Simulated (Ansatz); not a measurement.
# SrIrS3: relaxing a made-up structure

This structure for SrIrS3 is made up. Its elements were placed in a known structure type with a cell scaled to their sizes. What cell does the guess relax to, and how far off was it?

Main program and level: Ansatz 0.2.0; DFT, PBE, plane-wave PAW, files of the set soft_1, scalar-relativistic, no spin, cell and ions relaxed at zero pressure; PAW set soft_1.

## Step 1: The structure

It takes space group Pm-3m (No. 221, cubic). Conventional cell: a = 4.707 Å, b = 4.707 Å, c = 4.707 Å, α = 90.00°, β = 90.00°, γ = 90.00°. Ir has 6 S at 2.35 Å nearest. Sr has 12 S at 3.33 Å nearest. S has 2 Ir at 2.35 Å and 4 Sr at 3.33 Å nearest. Farther neighbours and most contacts between anions are not listed.

## Step 2: Relaxing cell and atoms

The guess takes its coordinates from another compound and its volume from a rule, so the cell and any free coordinates are relaxed together.

The input, input.yaml:

```yaml
crystal:
  lattice:
    - [4.707, 0.0, 0.0]
    - [0.0, 4.707, 0.0]
    - [0.0, 0.0, 4.707]
  atoms:
    - { symbol: Ir, position: [0.5, 0.5, 0.5] }
    - { symbol: Sr, position: [0.0, 0.0, 0.0] }
    - { symbol: S, position: [0.5, 0.5, 0.0] }
    - { symbol: S, position: [0.5, 0.0, 0.5] }
    - { symbol: S, position: [0.0, 0.5, 0.5] }
kpoints:
  mp_grid: { grid: [6, 6, 6] }
scf:
  occupations: { method: fermi_dirac, width: 0.05 }
hamiltonian:
  xc: pbe
  pseudopotentials: { kind: paw, azcp: { folder: soft_1 } }
relax:
  f_tol: 0.015
  max_steps: 70
  cell: {}
output:
  forces: true
  stress: true
```

Run with:

```bash
ansatz run input.yaml --threads 4 --pin off --max-ram 8192MiB --backend cpu --events-out ev --progress --plain --runs-dir out
```

Numbers of over 12 decimals in the logs are rounded to 6 here.

The program printed:

```text
Engine: ansatz 0.2.0, x86_64-unknown-linux-gnu
Pseudopotentials: kind: paw
Pseudopotential: Ir, paw, valence charge 17, recommended cutoff 420 eV (normal), soft_1/Ir.paw.azcp
Pseudopotential: Sr, paw, valence charge 10, recommended cutoff 420 eV (normal), soft_1/Sr.paw.azcp
Pseudopotential: S, paw, valence charge 6, recommended cutoff 420 eV (normal), soft_1/S.paw.azcp
Functional definition: PBE
  parameter kappa = 0.804
  parameter beta = 0.066725
  exchange = pbe_x(kappa = kappa, mu = beta*pi^2/3)
  correlation = pbe_c(beta = beta)
Crystal: 5 atoms, lattice volume = 104.288 Å³
Basis set: ecut = 420 eV, 2007 PW (Γ), exchange–correlation on 64×64×64 points (8 copies of the dense FFT grid, shifted against one another)
Bands: 28, of which v1, the nominal top of the filled ones, is band 23 counted from 1 (22 counted from 0)
Symmetry: 48 space group operations
Space group: Pm-3m (ITA 221), of the structure as read, at distance tolerance 4.7e-5 Å
k-points: 20 of 216
Non-local potential: Ir, projectors of the file, l = 0: 3, l = 1: 2, l = 2: 2, l = 3: 1
Non-local potential: Sr, projectors of the file, l = 0: 3, l = 1: 2, l = 2: 2
Non-local potential: S, projectors of the file, l = 0: 2, l = 1: 2, l = 2: 1
PAW form: soft (Blöchl's): semilocal exchange-correlation on the pseudo side does not see the compensation charge
PAW one-centre angular grid: Ir, 590 points (default); XC on 64 Gauss nodes
PAW one-centre angular grid: Sr, 110 points (default); XC on 64 Gauss nodes
PAW one-centre angular grid: S, 110 points (default); XC on 64 Gauss nodes
Initial density: superposition of atomic densities (chi_scale 0.1, normalization cell, long waves kept (reshape's long-wave potential 0.00 eV rms))
Initial wavefunctions: pseudopotential atomic-orbital guess
Functional: x = pbe(κ = 0.804, μ = 0.219515), c = pbe(β = 0.066725)
SCF iter   1: F=—  HF=-18191.143764 eV  |F-HF|=—  |Δ(HF+E_count)|=         —  Δρ=4.98e-2  dr2=5.25e0  ethr=3.10e-3  ⟨swp⟩=8.7  Hψ=3150  notcnv=0
preconditioner: auto → Kerker (q_TF=auto, 2.372 Å⁻¹)  [metal: Δε(μ)=0.044 eV  Ē_g=10.126 eV  σ=0.050 eV  W_gap=0.21  n_scr=26 (ndim 8)  ℏωp=21.5 eV  f_vac=0.000  D(μ)=7.39/eV (n_scr^D=80)]
SCF iter   2: F=—  HF=-18190.389358 eV  |F-HF|=—  |Δ(HF+E_count)|=   7.54e-1  Δρ=2.40e-2  dr2=1.54e0  ethr=3.10e-3  ⟨swp⟩=3.4  Hψ=1041  notcnv=0  defer=7
SCF iter   3: F=—  HF=-18190.027497 eV  |F-HF|=—  |Δ(HF+E_count)|=   3.62e-1  Δρ=7.24e-3  dr2=1.05e-1  ethr=3.10e-3  ⟨swp⟩=3.5  Hψ=1263  notcnv=0  defer=7
SCF iter   4: F=—  HF=-18189.995645 eV  |F-HF|=—  |Δ(HF+E_count)|=   3.19e-2  Δρ=3.48e-3  dr2=2.01e-2  ethr=2.34e-4  ⟨swp⟩=4.2  Hψ=1206  notcnv=0  defer=7
SCF iter   5: F=—  HF=-18189.992378 eV  |F-HF|=—  |Δ(HF+E_count)|=   3.27e-3  Δρ=8.68e-4  dr2=9.72e-4  ethr=4.47e-5  ⟨swp⟩=2.4  Hψ=800  notcnv=0  defer=7
SCF iter   6: F=—  HF=-18189.992463 eV  |F-HF|=—  |Δ(HF+E_count)|=   8.51e-5  Δρ=1.81e-4  dr2=3.52e-5  ethr=2.16e-6  ⟨swp⟩=2.0  Hψ=899  notcnv=0  defer=7
SCF iter   7: F=—  HF=-18189.992670 eV  |F-HF|=—  |Δ(HF+E_count)|=   2.07e-4  Δρ=3.76e-5  dr2=1.78e-6  ethr=7.81e-8  ⟨swp⟩=2.0  Hψ=903  notcnv=0  defer=7
SCF iter   8: F=-18189.992671 eV  HF=-18189.992671 eV  |F-HF|=4.15e-8  |Δ(HF+E_count)|=   8.71e-7  Δρ=7.08e-6  dr2=5.55e-8  ethr=2.22e-10  ⟨swp⟩=4.8  Hψ=2798  notcnv=0
SCF 1 converged in 8 iterations: F = -18189.992671 eV  dr2 = 5.55e-8
  greatest PAW one-centre occupation: 1.000 electrons in one spin orbital (limit 2), on the Ir atom at site 0 (counted from 0), in its partial waves of l = 0
relax step   1: F+E_penalty+E_count = -18189.99267124 eV  Δ(F+E_penalty+E_count) = +0.000e0 eV  max|allowed force component| = 1.245e-28 eV/Å  Δτ_max = 0.0000 Å  P = +3.304 GPa  Ω = 104.288 Å³  (8 SCF iters, dr2 threshold 1.00e-7 eV, accepted)
Crystal: 5 atoms, lattice volume = 108.209 Å³
Basis set: ecut = 420 eV, 2103 PW (Γ), exchange–correlation on 64×64×64 points (8 copies of the dense FFT grid, shifted against one another)
Initial density: handed on by an earlier stage of this run
Initial wavefunctions: those handed on with the density
iter 1 solved again at ethr=2.75e-5 eV; its pass at ethr=3.10e-3 eV (dr2=1.24e-2 eV) is discarded
SCF iter   1: F=—  HF=-18190.032117 eV  |F-HF|=—  |Δ(HF+E_count)|=         —  Δρ=2.61e-3  dr2=1.68e-2  ethr=2.75e-5  ⟨swp⟩=2.0  Hψ=3337  notcnv=0
eigensolver tolerance schedule calibrated: the retry pair's looser diagonalisation under-reported the residual by θ = 0.26 (0.13/decade); ethr = c·dr2/N_el runs at the constant in force after the calibration composes with the one it found (an armed cap, an earlier calibration), c = 6.1e-2
preconditioner: auto → Kerker (q_TF=auto, 2.357 Å⁻¹)  [metal: Δε(μ)=0.012 eV  Ē_g=10.189 eV  σ=0.050 eV  W_gap=0.06  n_scr=26 (ndim 8)  ℏωp=21.1 eV  f_vac=0.000  D(μ)=7.04/eV (n_scr^D=80)]
SCF iter   2: F=—  HF=-18190.030391 eV  |F-HF|=—  |Δ(HF+E_count)|=   1.73e-3  Δρ=1.45e-3  dr2=6.02e-3  ethr=2.27e-5  ⟨swp⟩=1.0  Hψ=560  notcnv=0
SCF iter   3: F=—  HF=-18190.029232 eV  |F-HF|=—  |Δ(HF+E_count)|=   1.16e-3  Δρ=3.57e-4  dr2=3.49e-4  ethr=8.12e-6  ⟨swp⟩=2.2  Hψ=774  notcnv=0
SCF iter   4: F=—  HF=-18190.029333 eV  |F-HF|=—  |Δ(HF+E_count)|=   1.01e-4  Δρ=1.30e-4  dr2=2.27e-5  ethr=4.70e-7  ⟨swp⟩=2.2  Hψ=971  notcnv=0
SCF iter   5: F=—  HF=-18190.029331 eV  |F-HF|=—  |Δ(HF+E_count)|=   1.91e-6  Δρ=5.18e-5  dr2=4.49e-6  ethr=3.07e-8  ⟨swp⟩=2.0  Hψ=1011  notcnv=0
SCF iter   6: F=-18190.029331 eV  HF=-18190.029331 eV  |F-HF|=1.51e-7  |Δ(HF+E_count)|=   3.60e-7  Δρ=1.13e-5  dr2=2.30e-7  ethr=6.75e-10  ⟨swp⟩=4.2  Hψ=2427  notcnv=0
SCF 2 converged in 6 iterations: F = -18190.029331 eV  dr2 = 2.30e-7
relax step   2: F+E_penalty+E_count = -18190.02933093 eV  Δ(F+E_penalty+E_count) = -3.666e-2 eV  max|allowed force component| = 2.130e-29 eV/Å  Δτ_max = 0.0000 Å  P = -0.142 GPa  Ω = 108.209 Å³  energy of the carried Pulay correction = -6.128e-4 eV  (6 SCF iters, dr2 threshold 5.00e-7 eV, accepted)
Crystal: 5 atoms, lattice volume = 108.042 Å³
iter 1 solved again at ethr=4.32e-8 eV; its pass at ethr=3.10e-3 eV (dr2=1.95e-5 eV) is discarded
SCF iter   1: F=—  HF=-18190.029225 eV  |F-HF|=—  |Δ(HF+E_count)|=         —  Δρ=1.17e-4  dr2=3.28e-5  ethr=4.32e-8  ⟨swp⟩=2.5  Hψ=3063  notcnv=0
preconditioner: auto → Kerker (q_TF=auto, 2.358 Å⁻¹)  [metal: Δε(μ)=0.012 eV  Ē_g=10.171 eV  σ=0.050 eV  W_gap=0.06  n_scr=26 (ndim 8)  ℏωp=21.1 eV  f_vac=0.000  D(μ)=7.11/eV (n_scr^D=80)]
SCF iter   2: F=—  HF=-18190.029437 eV  |F-HF|=—  |Δ(HF+E_count)|=   2.13e-4  Δρ=6.24e-5  dr2=1.07e-5  ethr=4.32e-8  ⟨swp⟩=1.1  Hψ=561  notcnv=0
SCF iter   3: F=—  HF=-18190.029435 eV  |F-HF|=—  |Δ(HF+E_count)|=   1.93e-6  Δρ=1.34e-5  dr2=6.41e-7  ethr=2.38e-8  ⟨swp⟩=1.8  Hψ=670  notcnv=0
iter 4 did not close the SCF: its close was put off for the readings that it lacked (scf_convergence_deferred on its scf_iter line)
SCF iter   4: F=-18190.029435 eV  HF=-18190.029435 eV  |F-HF|=1.78e-8  |Δ(HF+E_count)|=   2.14e-7  Δρ=4.21e-6  dr2=3.71e-8  ethr=1.42e-9  ⟨swp⟩=2.0  Hψ=903  notcnv=0
iter 5 did not close the SCF: its close was put off for the readings that it lacked (scf_convergence_deferred on its scf_iter line)
SCF iter   5: F=-18190.029435 eV  HF=-18190.029435 eV  |F-HF|=3.24e-10  |Δ(HF+E_count)|=   6.79e-9  Δρ=7.63e-7  dr2=5.43e-10  ethr=8.23e-11  ⟨swp⟩=2.1  Hψ=947  notcnv=0
SCF iter   6: F=-18190.029435 eV  HF=-18190.029435 eV  |F-HF|=7.28e-12  |Δ(HF+E_count)|=  4.80e-10  Δρ=1.67e-7  dr2=4.39e-11  ethr=1.21e-12  ⟨swp⟩=1.9  Hψ=1710  notcnv=0
SCF 3 converged in 6 iterations: F = -18190.029435 eV  dr2 = 4.39e-11
relax step   3: F+E_penalty+E_count = -18190.02943506 eV  Δ(F+E_penalty+E_count) = -1.041e-4 eV  max|allowed force component| = 6.521e-30 eV/Å  Δτ_max = 0.0000 Å  P = -0.009 GPa  Ω = 108.042 Å³  energy of the carried Pulay correction = -5.872e-4 eV  (6 SCF iters, dr2 threshold 5.02e-8 eV, accepted)
Initial wavefunctions: pseudopotential atomic-orbital guess (no wavefunctions were taken with the density)
iter 1 solved again at ethr=7.05e-7 eV; its pass at ethr=3.10e-3 eV (dr2=3.17e-4 eV) is discarded
SCF iter   1: F=—  HF=-18190.029612 eV  |F-HF|=—  |Δ(HF+E_count)|=         —  Δρ=1.18e-4  dr2=5.63e-7  ethr=7.05e-7  ⟨swp⟩=4.0  Hψ=4861  notcnv=0
eigensolver tolerance schedule: the retry pair's looser diagonalisation over-reported the residual by 562.14 of it (diagonalisation noise at 0.15 of the residual, at the tolerance the schedule requests for it); recorded, not acted on — ethr = c·dr2/N_el stays at c = 1.0e-1
preconditioner: auto → Kerker (q_TF=auto, 2.358 Å⁻¹)  [metal: Δε(μ)=0.013 eV  Ē_g=10.172 eV  σ=0.050 eV  W_gap=0.07  n_scr=26 (ndim 8)  ℏωp=21.1 eV  f_vac=0.000  D(μ)=7.10/eV (n_scr^D=80)]
SCF iter   2: F=—  HF=-18190.029959 eV  |F-HF|=—  |Δ(HF+E_count)|=   3.48e-4  Δρ=5.99e-5  dr2=1.44e-7  ethr=1.25e-9  ⟨swp⟩=3.2  Hψ=1321  notcnv=0
SCF iter   3: F=—  HF=-18190.030003 eV  |F-HF|=—  |Δ(HF+E_count)|=   4.39e-5  Δρ=1.44e-6  dr2=4.28e-10  ethr=3.20e-10  ⟨swp⟩=2.0  Hψ=1002  notcnv=0
SCF iter   4: F=—  HF=-18190.030003 eV  |F-HF|=—  |Δ(HF+E_count)|=   9.19e-9  Δρ=3.81e-7  dr2=7.58e-11  ethr=1.00e-12  ⟨swp⟩=2.4  Hψ=986  notcnv=0
iter 5 did not close the SCF: its close was put off for the readings that it lacked (scf_convergence_deferred on its scf_iter line)
SCF iter   5: F=-18190.030003 eV  HF=-18190.030003 eV  |F-HF|=1.09e-11  |Δ(HF+E_count)|=  9.82e-11  Δρ=4.12e-8  dr2=6.08e-12  ethr=1.00e-12  ⟨swp⟩=1.0  Hψ=560  notcnv=0
SCF iter   6: F=-18190.030003 eV  HF=-18190.030003 eV  |F-HF|=0.00e0  |Δ(HF+E_count)|=  7.28e-12  Δρ=2.10e-8  dr2=6.24e-13  ethr=1.00e-12  ⟨swp⟩=3.5  Hψ=1965  notcnv=0
SCF 4 converged in 6 iterations: F = -18190.030003 eV  dr2 = 6.24e-13
relax step   4: F+E_penalty+E_count = -18190.03000315 eV  Δ(F+E_penalty+E_count) = -5.681e-4 eV  max|allowed force component| = 8.283e-30 eV/Å  Δτ_max = 0.0000 Å  P = -0.009 GPa  Ω = 108.042 Å³  stress off target by 9.47e-3 GPa  SCF on the basis re-selected at this cell (its energy is not comparable with the rows above)  (6 SCF iters)
basis re-selected at this cell: Δ(F+E_penalty+E_count) = -5.681e-4 eV, ΔP = -0.001 GPa vs the last step (what re-selecting the basis moved, of the pressure what is left beyond the Pulay correction that the steps carried, after the strain that the cell walked since its last selection, with what the two solves' SCF thresholds leave and, on support functions, any second-order correction that the steps lacked; it is no m [...]
SCF converged after 6 iterations
Free energy (F): -18190.030003 eV
Harris-Foulkes:  -18190.030003 eV  (|F-HF|=0.00e0)
Internal energy: -18189.972176 eV  (E = F + TS)
E sigma→0 (E₀):  -18190.001089 eV
Entropy (-TS):   -0.057827 eV (-11.565 meV/atom)
Fermi energy:    8.945782 eV
--- Per-component energies (eV) ---
  E_band       = -388.286096
  E_kinetic    = 1090.041218
  E_local      = -3434.928651  (includes V_loc(G=0)·N_el)
  E_nonlocal   = 526.557215
  E_hartree    = 1220.963281
  E_xc         = -671.435422
  E_vxc        = -659.285220  (∫ρ·V_xc dr)
  E_paw        = -13781.367033  (= ΣΔE_a)
  E_vpaw       = -352.597568  (= ΣTr[D̂ρ^β])
  E_aug_tail   = 0.000350  (compensation charges beyond the density's cutoff)
  E_ewald      = -3139.803134
  E_smearing   = -0.057827  (= −TS)
  E_closure    = -0.000000  (closes the sum)
  Σ components = -18190.030003   (vs F -18190.030003, Δ=0.00e0)
--- Forces (eV/Å), atoms counted from 1 ---
  atom   1  Ir    -0.00000000     0.00000000    -0.00000000
  atom   2  Sr    -0.00000000    -0.00000000     0.00000000
  atom   3  S      0.00000000     0.00000000     0.00000000
  atom   4  S      0.00000000     0.00000000     0.00000000
  atom   5  S      0.00000000    -0.00000000    -0.00000000
  max |Σ_I F_I| component: 6.25e-30 eV/Å
--- Stress (GPa, compression-positive) ---
       -0.009468       0.000000       0.000000
        0.000000      -0.009468      -0.000000
        0.000000      -0.000000      -0.009468
  P = ⅓ Tr σ = -0.0095 GPa (-0.095 kbar)
--- Relaxed structure (3 steps of the walk, 3 accepted, 1 SCFs on fresh bases) ---
  F+E_penalty+E_count = -18190.03000315 eV   max|allowed force component| = 8.283e-30 eV/Å   (the final SCF, on the basis selected at the relaxed cell)
  cell:  # Å, volume = 108.0417 Å³
    - [4.762816, 0, 0]
    - [0, 4.762816, 0.0]
    - [0, 0.0, 4.762816]
  atoms:
    - { symbol: Ir, position: [0.5, 0.5, 0.5] }
    - { symbol: Sr, position: [0, 0, 0] }
    - { symbol: S, position: [0.5, 0.5, 0] }
    - { symbol: S, position: [0.5, 0, 0.5] }
    - { symbol: S, position: [0, 0.5, 0.5] }
```

Wall time 8.6 s (4 threads of Intel Xeon 6975P-C (Granite Rapids), shared host); peak memory 0.57 GiB; 10 s of CPU time.

This run has no spin polarisation although its electron count is odd.

The steps of the relaxation:

| step | energy less that of the first step (eV) | largest force component (eV/Å) | pressure (GPa) | volume (Å³) |
| --- | --- | --- | --- | --- |
| 1 | 0.0000 | 0.0000 | 3.30 | 104.29 |
| 2 | -0.0367 | 0.0000 | -0.14 | 108.21 |
| 3 | -0.0368 | 0.0000 | -0.01 | 108.04 |
| 4* | -0.0373 | 0.0000 | -0.01 | 108.04 |

Relaxation steps marked * repeat the geometry before them on a plane-wave basis chosen anew for their cell, so energy and pressure can jump there.

The run keeps the 48 symmetry operations that it works with, so distortions that break them were not tested.

| conventional cell, symmetrised | before | after | change |
| --- | --- | --- | --- |
| a (Å) | 4.707 | 4.763 | +1.2 % |
| b (Å) | 4.707 | 4.763 | +1.2 % |
| c (Å) | 4.707 | 4.763 | +1.2 % |
| volume (Å³/atom) | 20.86 | 21.61 | +3.6 % |

Final coordinates:

```
Ir Sr S
1.0
     4.76282    0.00000    0.00000
     0.00000    4.76282    0.00000
     0.00000    0.00000    4.76282
Ir Sr S
1 1 3
Direct
  0.50000 0.50000 0.50000
  0.00000 0.00000 0.00000
  0.50000 0.50000 0.00000
  0.50000 0.00000 0.50000
  0.00000 0.50000 0.50000
```

This step gave:

- free energy: -18190.0300 eV
- energy at zero smearing: -18190.0011 eV
- smearing term TS: 0.05783 eV
- Fermi energy: 8.946 eV
- electrons: 45
- symmetry operations: 48
- pressure: -0.009468 GPa

The shortest distance of each pair, which need not be the same contact before and after:

| pair | guess (Å) | relaxed (Å) |
| --- | --- | --- |
| Ir–S | 2.353 | 2.381 |
| S–Sr | 3.328 | 3.368 |
| S–S | 3.328 | 3.368 |
| Ir–Sr | 4.076 | 4.125 |
| Ir–Ir | 4.707 | 4.763 |

The relaxation ends with a pressure of -0.01 GPa.

## Step 3: Summary of results

```yaml
space_group_relaxed: Pm-3m
conventional_cell: a = 4.763, b = 4.763, c = 4.763 Å; α = 90.0°, β = 90.0°, γ = 90.0°
volume_per_atom: 21.61 Å³ (guess 20.86)
```

SrIrS3 relaxes to Pm-3m with a = 4.763, b = 4.763 and c = 4.763 Å. The guessed volume was 3 % too small. The space group Pm-3m was held in the relaxation, so the end point is a stationary structure within it and may be a saddle against distortions or other arrangements. Mesh and cutoff weren't tested. Spin-orbit coupling is left out, which can matter for elements this heavy. No dispersion term is used, so weakly bound directions may come out too long. The runs have no spin, and magnetism wasn't tested. Nothing here tests whether the compound is stable against decomposition.

[Logs are printed without paths, hosts, clocks, repeated set-up lines and the standing remarks that a program may print on its own settings, such as how far it seeks lower states.]

[Hosts, paths, dates, database ids (printed as entryN), source tags and the programs' standing remarks are cut or masked in the printed files.]
